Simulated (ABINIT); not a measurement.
# SrSiS3 (Pm-3m): zone-centre phonons, part 3 of 3

Which modes does SrSiS3 (Pm-3m) have at the zone centre?

ABINIT 10.8.3; DFT LDA, scalar-relativistic, plane waves, PseudoDojo norm-conserving pseudopotentials.

So far. Step 5 (Relaxing the cell and atoms): The volume changes by +0.1 % in this run and stands +16.9 % from the first cell. Step 7 (Zone-centre response): The acoustic modes at Γ come out as far as 3.9 cm⁻¹ from zero, where they should vanish, a small numerical error. The lowest optical mode is imaginary, 120i cm⁻¹, an instability at this level and on this k mesh. The relaxed cell has a = 4.577 Å (conventional setting).

The structure was built from a prototype and need not be the compound's stable phase.

## Step 8: Zone-centre analysis

anaddb reads the merged derivatives and imposes the acoustic sum rule.

File anaddb.abi:

```
ddb_filepath "gamma_DDB"
output_file "anaddb.abo"
outdata_prefix "anaddb"
asr 1
chneut 1
enunit 2
eivec 1
nph1l 1
qph1l 0.0 0.0 0.0 1.0
```

File mrgddb.in:

```
gamma_DDB
merged
2
dfpt_gammao_DDB
gso_DDB
```

On the command line:

```bash
> mrgddb < mrgddb.in > mrgddb.log
> OMP_NUM_THREADS=1 anaddb anaddb.abi > anaddb.log
```

anaddb.abo, the main output file:

```text
-outvars_anaddb: echo values of input variables ----------------------

 Miscellaneous information :
      enunit         2
       eivec         1
         asr         1
 First list of wavevector (reduced coord.) :
       nph1l         1
       qph1l
                     0.00000000E+00  0.00000000E+00  0.00000000E+00    1.000E+00

================================================================================

 read the DDB information and perform some checks

  ==== Info on the Cryst% object ====
 Real(R)+Recip(G) space primitive vectors, cartesian coordinates (Bohr,Bohr^-1):
 R(1)=  8.6496013  0.0000000  0.0000000  G(1)=  0.1156123  0.0000000  0.0000000
 R(2)=  0.0000000  8.6496013  0.0000000  G(2)=  0.0000000  0.1156123  0.0000000
 R(3)=  0.0000000  0.0000000  8.6496013  G(3)=  0.0000000  0.0000000  0.1156123
 Unit cell volume ucvol=  6.4712514E+02 bohr^3
 Angles (23,13,12)=  9.00000000E+01  9.00000000E+01  9.00000000E+01 degrees
 Time-reversal symmetry is present
 Reduced atomic positions [iatom, xred, symbol]:
    1)    0.0000000  0.0000000  0.0000000  Sr
    2)    0.5000000  0.5000000  0.5000000  Si
    3)    0.5000000  0.5000000  0.0000000   S
    4)    0.5000000  0.0000000  0.5000000   S
    5)    0.0000000  0.5000000  0.5000000   S

 DDB file with 3 blocks has been read.

================================================================================

 Treat the first list of vectors

  Phonon wavevector (reduced coordinates) :  0.00000  0.00000  0.00000
 Phonon energies in Hartree :
  -5.467889E-04 -5.467889E-04 -5.467889E-04  0.000000E+00  0.000000E+00
   0.000000E+00  2.045328E-04  2.045328E-04  2.045328E-04  3.923417E-04
   3.923417E-04  3.923417E-04  1.352644E-03  1.352644E-03  1.352644E-03
 Phonon energies in meV     :
- -1.487888E+01 -1.487888E+01 -1.487888E+01  0.000000E+00  0.000000E+00
-  0.000000E+00  5.565620E+00  5.565620E+00  5.565620E+00  1.067616E+01
-  1.067616E+01  1.067616E+01  3.680731E+01  3.680731E+01  3.680731E+01
 Phonon frequencies in cm-1    :
- -1.200063E+02 -1.200063E+02 -1.200063E+02  0.000000E+00  0.000000E+00
-  0.000000E+00  4.488976E+01  4.488976E+01  4.488976E+01  8.610906E+01
-  8.610906E+01  8.610906E+01  2.968710E+02  2.968710E+02  2.968710E+02
 Phonon frequencies in Thz     :
- -3.597698E+00 -3.597698E+00 -3.597698E+00  0.000000E+00  0.000000E+00
-  0.000000E+00  1.345761E+00  1.345761E+00  1.345761E+00  2.581485E+00
-  2.581485E+00  2.581485E+00  8.899969E+00  8.899969E+00  8.899969E+00
 Phonon energies in Kelvin  :
- -1.726623E+02 -1.726623E+02 -1.726623E+02  0.000000E+00  0.000000E+00
-  0.000000E+00  6.458634E+01  6.458634E+01  6.458634E+01  1.238917E+02
-  1.238917E+02  1.238917E+02  4.271312E+02  4.271312E+02  4.271312E+02

 Eigendisplacements
 (will be given, for each mode : in cartesian coordinates
   for each atom the real part of the displacement vector,
   then the imaginary part of the displacement vector - absolute values smaller than 1.0d-7 are set to zero)
  Mode number    1   Energy   -5.467889E-04
 Attention : low frequency mode.
   (Could be unstable or acoustic mode)
-  1  0.00000000E+00  0.00000000E+00 -4.33855444E-05
-     0.00000000E+00  0.00000000E+00  0.00000000E+00
-  2  0.00000000E+00  0.00000000E+00 -3.47682505E-03
-     0.00000000E+00  0.00000000E+00  0.00000000E+00
-  3  0.00000000E+00  0.00000000E+00 -4.00950205E-04
-     0.00000000E+00  0.00000000E+00  0.00000000E+00
-  4  0.00000000E+00  0.00000000E+00  1.78244189E-03
-     0.00000000E+00  0.00000000E+00  0.00000000E+00
-  5  0.00000000E+00  0.00000000E+00  1.78244189E-03
-     0.00000000E+00  0.00000000E+00  0.00000000E+00
  Mode number    2   Energy   -5.467889E-04
 Attention : low frequency mode.
   (Could be unstable or acoustic mode)
-  1  0.00000000E+00 -4.33855444E-05  0.00000000E+00
-     0.00000000E+00  0.00000000E+00  0.00000000E+00
-  2  0.00000000E+00 -3.47682505E-03  0.00000000E+00
-     0.00000000E+00  0.00000000E+00  0.00000000E+00
-  3  0.00000000E+00  1.78244189E-03  0.00000000E+00
-     0.00000000E+00  0.00000000E+00  0.00000000E+00
-  4  0.00000000E+00 -4.00950205E-04  0.00000000E+00
-     0.00000000E+00  0.00000000E+00  0.00000000E+00
-  5  0.00000000E+00  1.78244189E-03  0.00000000E+00
-     0.00000000E+00  0.00000000E+00  0.00000000E+00
  Mode number    3   Energy   -5.467889E-04
 Attention : low frequency mode.
   (Could be unstable or acoustic mode)
-  1  4.33855444E-05  0.00000000E+00  0.00000000E+00
-     0.00000000E+00  0.00000000E+00  0.00000000E+00
-  2  3.47682505E-03  0.00000000E+00  0.00000000E+00
-     0.00000000E+00  0.00000000E+00  0.00000000E+00
-  3 -1.78244189E-03  0.00000000E+00  0.00000000E+00
-     0.00000000E+00  0.00000000E+00  0.00000000E+00
-  4 -1.78244189E-03  0.00000000E+00  0.00000000E+00
-     0.00000000E+00  0.00000000E+00  0.00000000E+00
-  5  4.00950205E-04  0.00000000E+00  0.00000000E+00
-     0.00000000E+00  0.00000000E+00  0.00000000E+00
  Mode number    4   Energy    0.000000E+00
 Attention : low frequency mode.
   (Could be unstable or acoustic mode)
-  1  0.00000000E+00  0.00000000E+00  1.60901369E-03
-     0.00000000E+00  0.00000000E+00  0.00000000E+00
-  2  0.00000000E+00  0.00000000E+00  1.60900566E-03
-     0.00000000E+00  0.00000000E+00  0.00000000E+00
-  3  0.00000000E+00  0.00000000E+00  1.60896585E-03
-     0.00000000E+00  0.00000000E+00  0.00000000E+00
-  4  0.00000000E+00  0.00000000E+00  1.60893272E-03
-     0.00000000E+00  0.00000000E+00  0.00000000E+00
-  5  0.00000000E+00  0.00000000E+00  1.60893272E-03
-     0.00000000E+00  0.00000000E+00  0.00000000E+00
  Mode number    5   Energy    0.000000E+00
 Attention : low frequency mode.
   (Could be unstable or acoustic mode)
-  1  0.00000000E+00  1.60901369E-03  0.00000000E+00
-     0.00000000E+00  0.00000000E+00  0.00000000E+00
-  2  0.00000000E+00  1.60900566E-03  0.00000000E+00
-     0.00000000E+00  0.00000000E+00  0.00000000E+00
-  3  0.00000000E+00  1.60893272E-03  0.00000000E+00
-     0.00000000E+00  0.00000000E+00  0.00000000E+00
-  4  0.00000000E+00  1.60896585E-03  0.00000000E+00
-     0.00000000E+00  0.00000000E+00  0.00000000E+00
-  5  0.00000000E+00  1.60893272E-03  0.00000000E+00
-     0.00000000E+00  0.00000000E+00  0.00000000E+00
  Mode number    6   Energy    0.000000E+00
 Attention : low frequency mode.
   (Could be unstable or acoustic mode)
-  1  1.60901369E-03  0.00000000E+00  0.00000000E+00
-     0.00000000E+00  0.00000000E+00  0.00000000E+00
-  2  1.60900566E-03  0.00000000E+00  0.00000000E+00
-     0.00000000E+00  0.00000000E+00  0.00000000E+00
-  3  1.60893272E-03  0.00000000E+00  0.00000000E+00
-     0.00000000E+00  0.00000000E+00  0.00000000E+00
-  4  1.60893272E-03  0.00000000E+00  0.00000000E+00
-     0.00000000E+00  0.00000000E+00  0.00000000E+00
-  5  1.60896585E-03  0.00000000E+00  0.00000000E+00
-     0.00000000E+00  0.00000000E+00  0.00000000E+00
  Mode number    7   Energy    2.045328E-04
-  1  0.00000000E+00  0.00000000E+00  0.00000000E+00
-     0.00000000E+00  0.00000000E+00  0.00000000E+00
-  2  0.00000000E+00  0.00000000E+00  0.00000000E+00
-     0.00000000E+00  0.00000000E+00  0.00000000E+00
-  3  0.00000000E+00  0.00000000E+00  0.00000000E+00
-     0.00000000E+00  0.00000000E+00  0.00000000E+00
-  4  0.00000000E+00  0.00000000E+00 -2.92470830E-03
-     0.00000000E+00  0.00000000E+00  0.00000000E+00
-  5  0.00000000E+00  0.00000000E+00  2.92470830E-03
-     0.00000000E+00  0.00000000E+00  0.00000000E+00
  Mode number    8   Energy    2.045328E-04
-  1  0.00000000E+00  0.00000000E+00  0.00000000E+00
-     0.00000000E+00  0.00000000E+00  0.00000000E+00
-  2  0.00000000E+00  0.00000000E+00  0.00000000E+00
-     0.00000000E+00  0.00000000E+00  0.00000000E+00
-  3  0.00000000E+00  2.92470830E-03  0.00000000E+00
-     0.00000000E+00  0.00000000E+00  0.00000000E+00
-  4  0.00000000E+00  0.00000000E+00  0.00000000E+00
-     0.00000000E+00  0.00000000E+00  0.00000000E+00
-  5  0.00000000E+00 -2.92470830E-03  0.00000000E+00
-     0.00000000E+00  0.00000000E+00  0.00000000E+00
  Mode number    9   Energy    2.045328E-04
-  1  0.00000000E+00  0.00000000E+00  0.00000000E+00
-     0.00000000E+00  0.00000000E+00  0.00000000E+00
-  2  0.00000000E+00  0.00000000E+00  0.00000000E+00
-     0.00000000E+00  0.00000000E+00  0.00000000E+00
-  3  2.92470830E-03  0.00000000E+00  0.00000000E+00
-     0.00000000E+00  0.00000000E+00  0.00000000E+00
-  4 -2.92470830E-03  0.00000000E+00  0.00000000E+00
-     0.00000000E+00  0.00000000E+00  0.00000000E+00
-  5  0.00000000E+00  0.00000000E+00  0.00000000E+00
-     0.00000000E+00  0.00000000E+00  0.00000000E+00
  Mode number   10   Energy    3.923417E-04
-  1  0.00000000E+00  0.00000000E+00  1.91554304E-03
-     0.00000000E+00  0.00000000E+00  0.00000000E+00
-  2  0.00000000E+00  0.00000000E+00 -1.40544186E-03
-     0.00000000E+00  0.00000000E+00  0.00000000E+00
-  3  0.00000000E+00  0.00000000E+00 -1.41203413E-03
-     0.00000000E+00  0.00000000E+00  0.00000000E+00
-  4  0.00000000E+00  0.00000000E+00 -1.29568363E-03
-     0.00000000E+00  0.00000000E+00  0.00000000E+00
-  5  0.00000000E+00  0.00000000E+00 -1.29568363E-03
-     0.00000000E+00  0.00000000E+00  0.00000000E+00
  Mode number   11   Energy    3.923417E-04
-  1  0.00000000E+00 -1.91554304E-03  0.00000000E+00
-     0.00000000E+00  0.00000000E+00  0.00000000E+00
-  2  0.00000000E+00  1.40544186E-03  0.00000000E+00
-     0.00000000E+00  0.00000000E+00  0.00000000E+00
-  3  0.00000000E+00  1.29568363E-03  0.00000000E+00
-     0.00000000E+00  0.00000000E+00  0.00000000E+00
-  4  0.00000000E+00  1.41203413E-03  0.00000000E+00
-     0.00000000E+00  0.00000000E+00  0.00000000E+00
-  5  0.00000000E+00  1.29568363E-03  0.00000000E+00
-     0.00000000E+00  0.00000000E+00  0.00000000E+00
  Mode number   12   Energy    3.923417E-04
-  1  1.91554304E-03  0.00000000E+00  0.00000000E+00
-     0.00000000E+00  0.00000000E+00  0.00000000E+00
-  2 -1.40544186E-03  0.00000000E+00  0.00000000E+00
-     0.00000000E+00  0.00000000E+00  0.00000000E+00
-  3 -1.29568363E-03  0.00000000E+00  0.00000000E+00
-     0.00000000E+00  0.00000000E+00  0.00000000E+00
-  4 -1.29568363E-03  0.00000000E+00  0.00000000E+00
-     0.00000000E+00  0.00000000E+00  0.00000000E+00
-  5 -1.41203413E-03  0.00000000E+00  0.00000000E+00
-     0.00000000E+00  0.00000000E+00  0.00000000E+00
  Mode number   13   Energy    1.352644E-03
-  1  0.00000000E+00  0.00000000E+00  2.80318073E-05
-     0.00000000E+00  0.00000000E+00  0.00000000E+00
-  2  0.00000000E+00  0.00000000E+00 -1.69706137E-03
-     0.00000000E+00  0.00000000E+00  0.00000000E+00
-  3  0.00000000E+00  0.00000000E+00  3.51631407E-03
-     0.00000000E+00  0.00000000E+00  0.00000000E+00
-  4  0.00000000E+00  0.00000000E+00 -1.05326111E-03
-     0.00000000E+00  0.00000000E+00  0.00000000E+00
-  5  0.00000000E+00  0.00000000E+00 -1.05326111E-03
-     0.00000000E+00  0.00000000E+00  0.00000000E+00
  Mode number   14   Energy    1.352644E-03
-  1  0.00000000E+00 -2.80318073E-05  0.00000000E+00
-     0.00000000E+00  0.00000000E+00  0.00000000E+00
-  2  0.00000000E+00  1.69706137E-03  0.00000000E+00
-     0.00000000E+00  0.00000000E+00  0.00000000E+00
-  3  0.00000000E+00  1.05326111E-03  0.00000000E+00
-     0.00000000E+00  0.00000000E+00  0.00000000E+00
-  4  0.00000000E+00 -3.51631407E-03  0.00000000E+00
-     0.00000000E+00  0.00000000E+00  0.00000000E+00
-  5  0.00000000E+00  1.05326111E-03  0.00000000E+00
-     0.00000000E+00  0.00000000E+00  0.00000000E+00
  Mode number   15   Energy    1.352644E-03
-  1  2.80318073E-05  0.00000000E+00  0.00000000E+00
-     0.00000000E+00  0.00000000E+00  0.00000000E+00
-  2 -1.69706137E-03  0.00000000E+00  0.00000000E+00
-     0.00000000E+00  0.00000000E+00  0.00000000E+00
-  3 -1.05326111E-03  0.00000000E+00  0.00000000E+00
-     0.00000000E+00  0.00000000E+00  0.00000000E+00
-  4 -1.05326111E-03  0.00000000E+00  0.00000000E+00
-     0.00000000E+00  0.00000000E+00  0.00000000E+00
-  5  3.51631407E-03  0.00000000E+00  0.00000000E+00
-     0.00000000E+00  0.00000000E+00  0.00000000E+00

 Analysis of degeneracies and characters (maximum tolerance=1.00E-06 a.u.)
 For each vibration mode, or group of modes if degenerate,
 the characters are given for each symmetry operation (see the list in the log file).
 Symmetry characters of vibration mode #   1
       degenerate with vibration modes #   2 to    3
  3.0 -3.0 -1.0  1.0 -1.0  1.0 -1.0  1.0  1.0 -1.0 -1.0  1.0  1.0 -1.0 -1.0  1.0
  0.0 -0.0  0.0 -0.0 -0.0  0.0 -0.0  0.0  1.0 -1.0 -1.0  1.0 -1.0  1.0  1.0 -1.0
  0.0 -0.0 -0.0  0.0 -0.0  0.0  0.0 -0.0  1.0 -1.0  1.0 -1.0 -1.0  1.0 -1.0  1.0
 Symmetry characters of vibration mode #   4
       degenerate with vibration modes #   5 to    6
  3.0 -3.0 -1.0  1.0 -1.0  1.0 -1.0  1.0  1.0 -1.0 -1.0  1.0  1.0 -1.0 -1.0  1.0
 -0.0  0.0 -0.0  0.0  0.0 -0.0  0.0 -0.0  1.0 -1.0 -1.0  1.0 -1.0  1.0  1.0 -1.0
 -0.0  0.0  0.0 -0.0  0.0 -0.0 -0.0  0.0  1.0 -1.0  1.0 -1.0 -1.0  1.0 -1.0  1.0
 Symmetry characters of vibration mode #   7
       degenerate with vibration modes #   8 to    9
  3.0 -3.0 -1.0  1.0 -1.0  1.0 -1.0  1.0 -1.0  1.0  1.0 -1.0 -1.0  1.0  1.0 -1.0
 -0.0  0.0 -0.0  0.0  0.0 -0.0  0.0 -0.0 -1.0  1.0  1.0 -1.0  1.0 -1.0 -1.0  1.0
 -0.0  0.0  0.0 -0.0  0.0 -0.0 -0.0  0.0 -1.0  1.0 -1.0  1.0  1.0 -1.0  1.0 -1.0
 Symmetry characters of vibration mode #  10
       degenerate with vibration modes #  11 to   12
  3.0 -3.0 -1.0  1.0 -1.0  1.0 -1.0  1.0  1.0 -1.0 -1.0  1.0  1.0 -1.0 -1.0  1.0
  0.0 -0.0  0.0 -0.0 -0.0  0.0 -0.0  0.0  1.0 -1.0 -1.0  1.0 -1.0  1.0  1.0 -1.0
  0.0 -0.0 -0.0  0.0 -0.0  0.0  0.0 -0.0  1.0 -1.0  1.0 -1.0 -1.0  1.0 -1.0  1.0
 Symmetry characters of vibration mode #  13
       degenerate with vibration modes #  14 to   15
  3.0 -3.0 -1.0  1.0 -1.0  1.0 -1.0  1.0  1.0 -1.0 -1.0  1.0  1.0 -1.0 -1.0  1.0
  0.0 -0.0 -0.0  0.0 -0.0  0.0  0.0 -0.0  1.0 -1.0 -1.0  1.0 -1.0  1.0  1.0 -1.0
  0.0 -0.0 -0.0  0.0  0.0 -0.0 -0.0  0.0  1.0 -1.0  1.0 -1.0 -1.0  1.0 -1.0  1.0
-
```

It took 0.52 s on 1 thread of Arm Neoverse V1, shared host.

Numbers from this step:

```yaml
highest_optical_zone_centre_mode_no_lo_to_term: 296.9 cm⁻¹
lowest_optical_zone_centre_mode: -120.0 cm⁻¹
```

No LO-TO term; unit eigenvectors of the mass-weighted matrix, from anaddb's displacements. Modes at Γ, with each element's share of the kinetic energy (negative means imaginary):

```
mode  frequency (cm⁻¹)  symmetry  Sr %  Si %  S %
   1            -120.0       T1u     0    62   38
   2            -120.0       T1u     0    62   38
   3            -120.0       T1u     0    62   38
   4               0.0  acoustic    41    13   45
   5               0.0  acoustic    41    13   45
   6               0.0  acoustic    41    13   45
   7              44.9       T2u     0     0  100
   8              44.9       T2u     0     0  100
   9              44.9       T2u     0     0  100
  10              86.1       T1u    59    10   31
  11              86.1       T1u    59    10   31
  12              86.1       T1u    59    10   31
  13             296.9       T1u     0    15   85
  14             296.9       T1u     0    15   85
  15             296.9       T1u     0    15   85
```

Displacements in mode 1 (-120.0 cm⁻¹), the largest set to 1:
```
Sr1  0.00  0.00 -0.01
Si2  0.00  0.00 -1.00
S3   0.00  0.00 -0.12
S4   0.00  0.00  0.51
S5   0.00  0.00  0.51
```

Displacements in mode 7 (44.9 cm⁻¹), the largest set to 1:
```
Sr1  0.00  0.00  0.00
Si2  0.00  0.00  0.00
S3   0.00  0.00  0.00
S4   0.00  0.00 -1.00
S5   0.00  0.00  1.00
```

The rule also moves an optical mode by 0.8 cm⁻¹.

## Step 9: Outcome

```
space group after relaxation                                           : Pm-3m
volume per atom                                                        : 19.2 Å³
highest optical zone-centre mode (no LO-TO term)                       : 296.9 cm⁻¹
lowest optical zone-centre mode                                        : -120.0 cm⁻¹
imaginary optical modes at the zone centre (no q mesh in this session) : yes
```

At the LDA level the optical modes of SrSiS3 (Pm-3m) at the zone centre run from 120i to 297 cm⁻¹, so the structure is a saddle point, with 3 modes beyond 10i cm⁻¹ there. These are harmonic frequencies at zero temperature: anharmonic shifts and linewidths and thermal expansion are left out. In a metal the frequencies hang on the k mesh and the smearing, most of all near Kohn anomalies. The structure is a hypothetical one, built on a prototype.

[Host names and launcher messages were left out of these logs when they were recorded.]

[Logs are printed without paths, hosts, clocks, repeated set-up lines and the standing remarks that a program may print on its own settings, such as how far it seeks lower states.]

[Hosts, paths, dates, database ids (printed as entryN), source tags and the programs' standing remarks are cut or masked in the printed files.]
